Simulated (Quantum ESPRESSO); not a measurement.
# SiO2 (cristobalite): which axis gives way under pressure?

Cell and atoms of cristobalite SiO2 are relaxed at set pressures, to see how each axis shrinks. The phase is followed to these pressures whether or not it stays the stable one.

Calculated with Quantum ESPRESSO 7.5, PBEsol, GBRV 1.5 ultrasoft potentials, cutoff 680 eV, Fermi–Dirac smearing 0.02 eV, k-mesh 6×6×4, no spin polarisation, no spin-orbit coupling.

The runs at 6 and 8 GPa are left out: their cell edges leave the smooth trend of the others, as when the structure changes.

Reference cell, relaxed at zero pressure with PBEsol (P4_12_12): a = 5.0164 Å, b = 5.0164 Å, c = 6.9853 Å, α = 90.00°, β = 90.00°, γ = 90.00°.

```
atom       x       y       z
  Si  0.2996  0.2996  0.0000
  Si  0.2004  0.7996  0.2500
  Si  0.7004  0.7004  0.5000
  Si  0.7996  0.2004  0.7500
   O  0.2390  0.1050  0.1799
   O  0.3950  0.7390  0.4299
   O  0.7610  0.8950  0.6799
   O  0.6050  0.2610  0.9299
   O  0.7390  0.3950  0.5701
   O  0.8950  0.7610  0.3201
   O  0.2610  0.6050  0.0701
   O  0.1050  0.2390  0.8201
```

| P (GPa) | a (Å) | c (Å) | c/a |
| --- | --- | --- | --- |
| −1.06 | 5.1392 | 7.2182 | 1.4045 |
| −0.01 | 5.0164 | 6.9853 | 1.3925 |
| 1.01 | 4.9131 | 6.7815 | 1.3803 |
| 1.98 | 4.8426 | 6.6398 | 1.3711 |

**Question.** Give the linear compressibility of each axis at zero pressure, and the edges at 3.93 GPa, a row left out above.

Least squares with l = l0 + l1 P + l2 P² gives for a: l0 = 5.0133 Å, l1 = −1.080e−1 Å/GPa, l2 = 1.08e−2 Å/GPa², so β = −l1/l0 = 21.538 × 10⁻³ GPa⁻¹ and the withheld edge is 4.7559 Å. This extrapolates past the fitted rows. The run itself gives 4.7438 Å, so the estimate misses by 0.0121 Å, more than the largest misfit of the fitted rows (0.0021 Å).

Least squares with l = l0 + l1 P + l2 P² gives for c: l0 = 6.9783 Å, l1 = −2.083e−1 Å/GPa, l2 = 1.84e−2 Å/GPa², so β = −l1/l0 = 29.854 × 10⁻³ GPa⁻¹ and the withheld edge is 6.4441 Å. This extrapolates past the fitted rows. The run itself gives 6.4375 Å, so the estimate misses by 0.0066 Å; the fitted rows themselves lie up to 0.0051 Å off the law.

The compressibilities add to the volume compressibility, 2β_a + β_c = 72.929 × 10⁻³ GPa⁻¹, or B0 ≈ 14 GPa; a parabola over so wide a range errs a few per cent to the stiff side. The c axis is the softest, 1.4 times as compressible as a.

[Logs are printed without paths, hosts, clocks, repeated set-up lines and the standing remarks that a program may print on its own settings, such as how far it seeks lower states.]
